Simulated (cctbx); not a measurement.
**MnPb3 with cctbx, script by script**

Library: cctbx 2025.11. The data are simulated by the first script.

## 1. Simulate the data

run.py:

```python
from cctbx import adptbx, crystal, miller, sgtbx, xray
from cctbx.array_family import flex
from iotbx.shelx import hklf
from scitbx import matrix
import scitbx.random

cs = crystal.symmetry(unit_cell=(6.977, 6.977, 5.299, 90, 90, 120), space_group_symbol='Hall: -P 6c 2c')  # P6_3/mmc
atoms = [  # label, site, U (iso, or U11 U22 U33 U12 U13 U23 in A^2), occupancy
    ("Pb1", (0.1693, 0.3386, 0.25), (0.0159, 0.0158, 0.0122, 0.0079, 0.0000, 0.0000), 1),
    ("Mn1", (1/3, 2/3, 0.75), (0.0192, 0.0192, 0.0163, 0.0096, 0.0000, 0.0000), 1),
]
xs = xray.structure(crystal_symmetry=cs)
for label, site, u, occ in atoms:
    u = adptbx.u_cif_as_u_star(cs.unit_cell(), u) if isinstance(u, tuple) else u
    xs.add_scatterer(xray.scatterer(label, site=site, u=u, occupancy=occ))
xs.set_inelastic_form_factors(0.71073, "sasaki")
xs.show_summary()
p1 = xs.expand_to_p1()
ms = miller.build_set(p1, anomalous_flag=True, d_min=0.6)
flex.set_random_seed(229975)
scitbx.random.set_random_seed(229975)
ms = ms.select(flex.random_double(ms.size()) < 0.8)
i = ms.structure_factors_from_scatterers(p1, algorithm="direct").f_calc().as_intensity_array().data()
i = i * 5000 / flex.max(i)
sig = flex.sqrt(i + flex.pow2(0.03 * i) + 4 ** 2)
noise = scitbx.random.variate(scitbx.random.normal_distribution())(i.size())
data = ms.array(data=i + sig * noise, sigmas=sig).set_observation_type_xray_intensity()
with open("data.hkl", "w") as f:
    data.export_as_shelx_hklf(f)
print("reflections written:", data.size(), " <I/sigma> = %.1f" % flex.mean(data.data() / data.sigmas()))
for h, a, b in list(data.sort("data"))[:12]:
    print("%4d%4d%4d %9.1f %7.1f" % (h + (a, b)))
```

```console
$ python run.py
```

```text
Number of scatterers: 2
At special positions: 2
Unit cell: (6.977, 6.977, 5.299, 90, 90, 120)
Space group: P 63/m m c (No. 194)
reflections written: 3450  <I/sigma> = 6.1
   0   0   2    5116.2   165.9
   0  -2   1    3819.0   125.5
   2   0  -1    3789.4   125.5
   0   2   1    3708.7   125.5
   2   0   1    3706.3   125.5
   0  -2  -1    3654.8   125.5
   2  -2  -1    3607.0   125.5
   0   2  -1    3598.6   125.5
   2  -4   0    3596.7   116.7
  -2   2  -1    3573.8   125.5
   2  -2   1    3566.8   125.5
   4  -2   0    3459.9   116.7
```

It took 0.26 s on 1 thread of Arm Neoverse V2, with other jobs on the host, peak memory 0.07 GiB.

## 2. Symmetry

run.py:

```python
from cctbx import crystal, sgtbx, statistics
from cctbx.array_family import flex
from iotbx.shelx import hklf

p1 = crystal.symmetry(unit_cell=(6.977, 6.977, 5.299, 90, 90, 120), space_group_symbol="P 1")
raw = hklf.reader(file_name="data.hkl").as_miller_arrays(crystal_symmetry=p1, anomalous=True)[0]
print(raw.size(), "reflections to d = %.3f A" % raw.d_min())
isig = raw.data() / raw.sigmas()
print("centring   violations  <I/sigma> of those")
best = "P"
for c in "ABCIRF":
    a = raw.customized_copy(space_group_info=sgtbx.space_group_info("Hall: %s 1" % c)).sys_absent_flags().data()
    m = flex.mean(isig.select(a))
    print("%5s %10d of %5d %8.1f" % (c, (isig.select(a) > 4).count(True), a.count(True), m))
    if (isig.select(a) > 4).count(True) < 0.01 * a.count(True):
        best = c
raw = raw.select(~raw.customized_copy(space_group_info=sgtbx.space_group_info("Hall: %s 1" % best)).sys_absent_flags().data())
isig = raw.data() / raw.sigmas()
rows = []
for s in sgtbx.space_group_symbol_iterator():
    g = sgtbx.space_group(s)
    if g.conventional_centring_type_symbol() != best or not g.is_compatible_unit_cell(p1.unit_cell(), 1e-3, 0.02):
        continue
    rows.append((s, g))
print("Laue class    unique    Rint  (classes that these axes allow; Friedel mates merged)")
rint = {}
for s, g in rows:
    laue = g.build_derived_patterson_group()
    key = laue.type().hall_symbol()
    if key not in rint:
        m = raw.customized_copy(space_group_info=laue.info(), anomalous_flag=False).merge_equivalents()
        rint[key] = m.r_int()
        print("%-14s %6d %7.3f" % (laue.type().lookup_symbol(), m.array().size(), m.r_int()))
floor = min(rint.values())
good = [(s, g) for s, g in rows if rint[g.build_derived_patterson_group().type().hall_symbol()] < 2 * floor + 0.03]
top = max(g.build_derived_patterson_group().order_z() for s, g in good)
print("space group    extra absences  I>4sigma  <I/sigma>")
for s, g in good:
    laue = g.build_derived_patterson_group()
    if laue.order_z() != top:
        continue
    a = raw.customized_copy(space_group_info=g.info()).sys_absent_flags().data()
    a &= ~raw.customized_copy(space_group_info=laue.info()).sys_absent_flags().data()
    bad = (isig.select(a) > 4).count(True)
    if bad <= 0.03 * a.count(True):
        print("%-16s %8d %10d %9s  %s" % (s.universal_hermann_mauguin(), a.count(True), bad, "%.1f" % flex.mean(isig.select(a)) if a.count(True) else "-", "centric" if g.is_centric() else "acentric"))
laue = max(good, key=lambda t: t[1].build_derived_patterson_group().order_z())[1].build_derived_patterson_group()
f = raw.customized_copy(space_group_info=laue.info(), anomalous_flag=False).merge_equivalents().array().eliminate_sys_absent().f_sq_as_f()
f.set_observation_type_xray_amplitude()
bins = max(3, min(8, f.size() // 12))
f.setup_binner(n_bins=bins)
w = statistics.wilson_plot(f, {e: n / laue.order_z() for e, n in {'Pb': 6.0, 'Mn': 2.0}.items()}, e_statistics=True)
print("Wilson B = %.2f A^2   <|E^2-1|> = %.3f (0.968 centric, 0.736 acentric)   E^2>4: %.1f %%" % (w.wilson_b, w.mean_e_sq_minus_1, w.percent_e_sq_gt_2))
print("shell (A)         n   <I/sigma>")
m = raw.customized_copy(space_group_info=laue.info(), anomalous_flag=False).merge_equivalents().array().eliminate_sys_absent()
for b in m.setup_binner(n_bins=bins).range_used():
    sel = m.binner().selection(b)
    print("%5.2f - %4.2f %6d %8.1f" % (min(m.binner().bin_d_range(b)[0] if m.binner().bin_d_range(b)[0] > 0 else 99, 99), m.binner().bin_d_range(b)[1], sel.count(True), flex.mean((m.data() / m.sigmas()).select(sel))))
```

```console
$ python run.py
```

```text
3450 reflections to d = 0.600 A
centring   violations  <I/sigma> of those
    A        807 of  1759      5.7
    B        785 of  1719      5.7
    C        682 of  1726      3.6
    I        776 of  1693      5.8
    R       1131 of  2305      6.0
    F       1137 of  2602      5.0
Laue class    unique    Rint  (classes that these axes allow; Friedel mates merged)
P -1             2083   0.043
P 1 1 2/m        1171   0.049
P -3              725   0.054
P -3 1 m          407   0.056
P -3 m 1          435   0.055
P 6/m             397   0.056
P 6/m m m         257   0.057
space group    extra absences  I>4sigma  <I/sigma>
P 6 2 2                 0          0         -  acentric
P 63 2 2                8          0      -0.1  acentric
P 6 m m                 0          0         -  acentric
P 63 m c              175          0      -0.1  acentric
P -6 m 2                0          0         -  acentric
P -6 2 m                0          0         -  acentric
P -6 2 c              175          0      -0.1  acentric
P 6/m m m               0          0         -  centric
P 63/m m c            175          0      -0.1  centric
Wilson B = 1.19 A^2   <|E^2-1|> = 0.990 (0.968 centric, 0.736 acentric)   E^2>4: 4.2 %
shell (A)         n   <I/sigma>
 6.04 - 1.20     44     30.4
 1.20 - 0.95     34     30.3
 0.95 - 0.83     32     21.3
 0.83 - 0.76     31     22.9
 0.76 - 0.70     28     16.5
 0.70 - 0.66     29     17.8
 0.66 - 0.63     30     17.1
 0.63 - 0.60     29     12.7
```

Time: 0.3 s.

## 3. Patterson map

run.py:

```python
from cctbx import crystal, maptbx
from iotbx.shelx import hklf

cs = crystal.symmetry(unit_cell=(6.977, 6.977, 5.299, 90, 90, 120), space_group_symbol='Hall: -P 6c 2c')  # P6_3/mmc
raw = hklf.reader(file_name="data.hkl").as_miller_arrays(crystal_symmetry=cs, anomalous=True)[0]
merged = raw.eliminate_sys_absent().merge_equivalents()
fo2 = merged.array().set_observation_type_xray_intensity()
f = fo2.average_bijvoet_mates().f_sq_as_f()
pm = f.patterson_map(symmetry_flags=maptbx.use_space_group_symmetry, sharpening=False, resolution_factor=0.25)
peaks = pm.peak_search(parameters=maptbx.peak_search_parameters(min_distance_sym_equiv=0.4, max_clusters=14)).all()
top = peaks.heights()[0]
print("Patterson group", f.patterson_symmetry().space_group_info())
print("      u       v       w   height  length (A)")
for x, h in zip(peaks.sites(), peaks.heights()):
    y = [t - round(t) for t in x]
    print("%7.3f %7.3f %7.3f %8.1f %8.2f" % (x + (1000 * h / top, cs.unit_cell().length(y))))
```

```console
$ python run.py
```

```text
Patterson group P 6/m m m
      u       v       w   height  length (A)
  0.000   0.000   0.000   1000.0     0.00
  0.000   0.500   0.000    792.0     3.49
  0.333   0.667   0.500    479.9     4.82
  0.167   0.334   0.500    395.7     3.33
  0.253   0.507   0.500      1.8     5.30
  0.062   0.292   0.389      0.5     2.77
  0.000   0.253   0.500     -0.5     3.19
  0.091   0.410   0.500     -2.4     3.71
  0.107   0.502   0.389     -3.4     4.41
  0.000   0.107   0.389     -3.8     2.19
  0.333   0.667   0.122     -4.0     4.08
  0.000   0.500   0.371     -4.2     4.00
  0.000   0.000   0.380     -4.2     2.01
  0.000   0.000   0.272     -4.2     1.44
```

Time: 0.26 s.

## 4. Charge flipping

run.py:

```python
import itertools
from cctbx import crystal, maptbx
from cctbx.array_family import flex
from iotbx.shelx import hklf
from smtbx.ab_initio import charge_flipping as cf

cs = crystal.symmetry(unit_cell=(6.977, 6.977, 5.299, 90, 90, 120), space_group_symbol='Hall: -P 6c 2c')  # P6_3/mmc
raw = hklf.reader(file_name="data.hkl").as_miller_arrays(crystal_symmetry=cs, anomalous=True)[0]
merged = raw.eliminate_sys_absent().merge_equivalents()
fo2 = merged.array().set_observation_type_xray_intensity()
f = fo2.average_bijvoet_mates().f_sq_as_f().resolution_filter(d_min=0.9)
p1 = f.expand_to_p1()
p1.setup_binner_counting_sorted(reflections_per_bin=max(40, p1.size() // 12))
work = p1.array(data=p1.data() / p1.amplitude_quasi_normalisations().data())
flex.set_random_seed(10727)
it = cf.weak_reflection_improved_iterator(delta=None, weak_reflection_fraction=0.1)
it.start(work, phases=flex.random_double(p1.size()) * 6.2832, f_000=0)
it.delta = 0.9 * it.rho_map.sigma()
print("cycle      R  skewness")
for n, st in enumerate(itertools.islice(it, 150)):
    if n % 12 == 0:
        print("%5d %6.3f %8.2f" % (n, st.r1_factor(), st.rho_map.skewness()))
rho = p1.phase_transfer(it.f_calc).fft_map().apply_volume_scaling()
polish = cf.low_density_elimination_iterator(constant_rho_c=rho.sigma())
polish.start(f_obs=p1, phases=it.f_calc, f_000=0)
for _ in range(8):
    next(polish)
print("origin shift          correlation  skewness")
maps = []
for fc, shift, cc in itertools.islice(cf.f_calc_symmetrisations(f, polish.f_calc, 0), 4):
    m = f.phase_transfer(fc).fft_map(symmetry_flags=maptbx.use_space_group_symmetry, resolution_factor=0.25).apply_sigma_scaling()
    maps.append((m.skewness(), cc, m))
    print("%6.3f %6.3f %6.3f %10.3f %9.2f" % (tuple(shift) + (cc, m.skewness())))
skew, cc, m = max((t for t in maps if t[1] > maps[0][1] - 0.04), key=lambda t: t[0])
print("taken: symmetry correlation %.3f, skewness %.2f" % (cc, skew))
peaks = m.peak_search(parameters=maptbx.peak_search_parameters(min_distance_sym_equiv=0.9, max_clusters=7)).all()
sps = cs.special_position_settings(min_distance_sym_equiv=0.5)
print("peak      x       y       z  mult  height/sigma")
for k, (x, h) in enumerate(zip(peaks.sites(), peaks.heights())):
    ss = sps.site_symmetry(x)
    print("Q%-3d %7.4f %7.4f %7.4f %4d %8.1f" % ((k + 1,) + tuple(t % 1 for t in ss.exact_site()) + (ss.multiplicity(), h)))
```

```console
$ python run.py
```

```text
cycle      R  skewness
    0  0.529     0.41
   12  0.373     3.33
   24  0.416     3.22
   36  0.411     3.63
   48  0.407     3.28
   60  0.396     3.38
   72  0.391     3.32
   84  0.392     3.34
   96  0.396     3.24
  108  0.389     3.29
  120  0.398     3.23
  132  0.418     3.34
  144  0.405     3.37
origin shift          correlation  skewness
 0.922  0.132  0.104      0.915     -0.09
 0.422  0.132  0.104      0.914      0.04
 0.422  0.632  0.104      0.913      0.00
-0.020  0.748  0.441      0.847      2.20
taken: symmetry correlation 0.914, skewness 0.04
peak      x       y       z  mult  height/sigma
Q1    0.0000  0.0000  0.0000    2      2.7
Q2    0.1395  0.5697  0.9752   12      2.7
Q3    0.0574  0.3588  0.7500   12      2.6
Q4    0.3333  0.6667  0.7500    2      2.5
Q5    0.2259  0.4518  0.5844   12      2.5
Q6    0.0051  0.5026  0.2500    6      2.3
Q7    0.1168  0.2336  0.5888   12      2.3
```

Time: 0.45 s.

## 5. Charge flipping

run.py, as its changes from the last script of this kind:

```diff
@@ -13,3 +13,2 @@
-p1.setup_binner_counting_sorted(reflections_per_bin=max(40, p1.size() // 12))
-work = p1.array(data=p1.data() / p1.amplitude_quasi_normalisations().data())
-flex.set_random_seed(10727)
+work = p1
+flex.set_random_seed(10728)
@@ -20,2 +19,2 @@
-for n, st in enumerate(itertools.islice(it, 150)):
-    if n % 12 == 0:
+for n, st in enumerate(itertools.islice(it, 300)):
+    if n % 25 == 0:
```

```console
$ python run.py
```

```text
cycle      R  skewness
    0  0.519     0.47
   25  0.402     2.35
   50  0.304     4.36
   75  0.304     4.18
  100  0.294     4.39
  125  0.282     4.28
  150  0.283     4.17
  175  0.271     4.30
  200  0.279     4.35
  225  0.299     4.22
  250  0.287     4.21
  275  0.288     4.23
origin shift          correlation  skewness
 0.570  0.442  0.453      0.967      5.30
 0.070  0.942  0.453      0.967      4.66
 0.570  0.942  0.453      0.967      4.49
 0.671  0.152  0.102      0.923      3.97
taken: symmetry correlation 0.967, skewness 5.30
peak      x       y       z  mult  height/sigma
Q1    0.1691  0.3382  0.7500    6     12.1
Q2    0.3333  0.6667  0.2500    2      6.0
Q3    0.0575  0.5287  0.7500    6      1.5
Q4    0.2103  0.6052  0.0051   12      1.1
Q5    0.1127  0.2255  0.5377   12      1.0
Q6    0.0673  0.1347  0.7500    6      0.8
Q7    0.2826  0.5652  0.7500    6      0.8
```

Time: 0.48 s.

## 6. Refinement (model from the peaks)

run.py:

```python
import math
from cctbx import adptbx, crystal, maptbx, sgtbx, xray
from cctbx.array_family import flex
from cctbx.xray import observations
from iotbx.shelx import hklf
from scitbx.lstbx import normal_eqns_solving
from smtbx import absolute_structure, utils
from smtbx.refinement import constraints, least_squares

cs = crystal.symmetry(unit_cell=(6.977, 6.977, 5.299, 90, 90, 120), space_group_symbol='Hall: -P 6c 2c')  # P6_3/mmc
atoms = [  # label, site, U (iso, or U11 U22 U33 U12 U13 U23 in A^2), occupancy
    ("Pb1", (0.1691, 0.3382, 0.75), 0.0200, 1),
    ("Mn1", (0.3333, 0.6667, 0.25), 0.0200, 1),
]
xs = xray.structure(crystal_symmetry=cs)
for label, site, u, occ in atoms:
    u = adptbx.u_cif_as_u_star(cs.unit_cell(), u) if isinstance(u, tuple) else u
    xs.add_scatterer(xray.scatterer(label, site=site, u=u, occupancy=occ))
xs.set_inelastic_form_factors(0.71073, "sasaki")
raw = hklf.reader(file_name="data.hkl").as_miller_arrays(crystal_symmetry=cs, anomalous=True)[0]
merged = raw.eliminate_sys_absent().merge_equivalents()
fo2 = merged.array().set_observation_type_xray_intensity()
print("Rint %.3f, %d unique reflections to %.2f A" % (merged.r_int(), fo2.size(), fo2.d_min()))
for sc in xs.scatterers():
    sc.flags.set_grad_site(True)
    sc.flags.set_grad_u_aniso(sc.flags.use_u_aniso())
    sc.flags.set_grad_u_iso(sc.flags.use_u_iso())
obs = fo2.as_xray_observations()
extra = {}
rep = constraints.reparametrisation(xs, [], utils.connectivity_table(xs), **extra)
ls = least_squares.crystallographic_ls(obs, rep, weighting_scheme=least_squares.mainstream_shelx_weighting(a=0, b=0))
print("cycle     R1     wR2    GooF  max shift (A)")
for cycle in range(6):
    ls.build_up()
    r1, wr2, goof = ls.r1_factor(cutoff_factor=2)[0], ls.wR2(), ls.goof()
    old = xs.sites_cart()
    normal_eqns_solving.levenberg_marquardt_iterations(ls, n_max_iterations=3, tau=0.0001, step_threshold=1e-7)
    big = flex.max((xs.sites_cart() - old).norms())
    print("%4d %7.4f %7.4f %7.3f %9.5f" % (cycle + 1, r1, wr2, goof, big))
    ls.build_up(objective_only=True)
    if abs(ls.wR2() - wr2) < 5e-5 and big < 5e-4:
        break
ls.build_up()
print("final R1 %.4f wR2 %.4f GooF %.3f  parameters %d  data/parameter %.1f" % (ls.r1_factor(cutoff_factor=2)[0], ls.wR2(), ls.goof(), ls.n_parameters, fo2.size() / ls.n_parameters))
cov = ls.covariance_matrix_and_annotations()
su = dict(zip(cov.annotations, (math.sqrt(max(v, 0)) for v in cov.matrix.matrix_packed_u_diagonal())))
a2 = cs.unit_cell().reciprocal_parameters()[0] ** -2
print("atom        x        y        z      Ueq    occ   su(xyz)  su(Uiso or U11)")
for sc in xs.scatterers():
    s = max(su.get(sc.label + k, 0) for k in (".x", ".y", ".z"))
    npd = "" if sc.is_positive_definite_u(cs.unit_cell()) else "  NPD"
    print("%-5s %8.5f %8.5f %8.5f %8.4f %6.3f %8.5f %7.4f%s" % ((sc.label,) + sc.site + (sc.u_iso_or_equiv(cs.unit_cell()), sc.occupancy, s, su.get(sc.label + ".uiso", su.get(sc.label + ".u11", 0) * a2), npd)))
fo = fo2.f_sq_as_f()
fc = fo.structure_factors_from_scatterers(xs, algorithm="direct").f_calc()
diff = fo.f_obs_minus_f_calc(1 / math.sqrt(ls.scale_factor()), fc).average_bijvoet_mates()
m = diff.fft_map(symmetry_flags=maptbx.use_space_group_symmetry, resolution_factor=0.25).apply_volume_scaling()
print("difference map: max %.2f min %.2f rms %.2f" % (m.statistics().max(), m.statistics().min(), m.statistics().sigma()))
peaks = m.peak_search(parameters=maptbx.peak_search_parameters(min_distance_sym_equiv=0.6, max_clusters=5)).all()
near = xs.closest_distances(peaks.sites(), distance_cutoff=4)
sps = cs.special_position_settings(min_distance_sym_equiv=0.5)
for k, (x, h) in enumerate(zip(peaks.sites(), peaks.heights())):
    ss = sps.site_symmetry(x)
    print("Q%-3d %7.4f %7.4f %7.4f %4d %7.2f  %.2f A from %s" % ((k + 1,) + tuple(t % 1 for t in ss.exact_site()) + (ss.multiplicity(), h, near.smallest_distances[k], xs.scatterers()[near.i_seqs[k]].label)))
```

```console
$ python run.py
```

```text
Rint 0.056, 236 unique reflections to 0.60 A
cycle     R1     wR2    GooF  max shift (A)
   1  0.0777  0.1591   5.189   0.00238
   2  0.0299  0.0688   2.244   0.00000
final R1 0.0299 wR2 0.0688 GooF 2.244  parameters 3  data/parameter 78.7
atom        x        y        z      Ueq    occ   su(xyz)  su(Uiso or U11)
Pb1    0.16930  0.33859  0.75000   0.0148  1.000  0.00011  0.0002
Mn1    0.33333  0.66667  0.25000   0.0183  1.000  0.00000  0.0008
difference map: max 5.51 min -9.21 rms 0.74
Q1    0.1486  0.2972  0.7500    6    5.68  0.25 A from Pb1
Q2    0.2010  0.4021  0.7500    6    5.06  0.38 A from Pb1
Q3    0.3333  0.6667  0.0099    4    2.25  1.27 A from Mn1
Q4    0.3333  0.6667  0.7500    2    2.21  1.98 A from Pb1
Q5    0.1116  0.2232  0.6210   12    2.07  0.98 A from Pb1
```

It took 0.39 s on 1 thread of Arm Neoverse V2 (shared host), peak memory 0.09 GiB.

[Logs are printed without paths, hosts, clocks, repeated set-up lines and the standing remarks that a program may print on its own settings, such as how far it seeks lower states.]
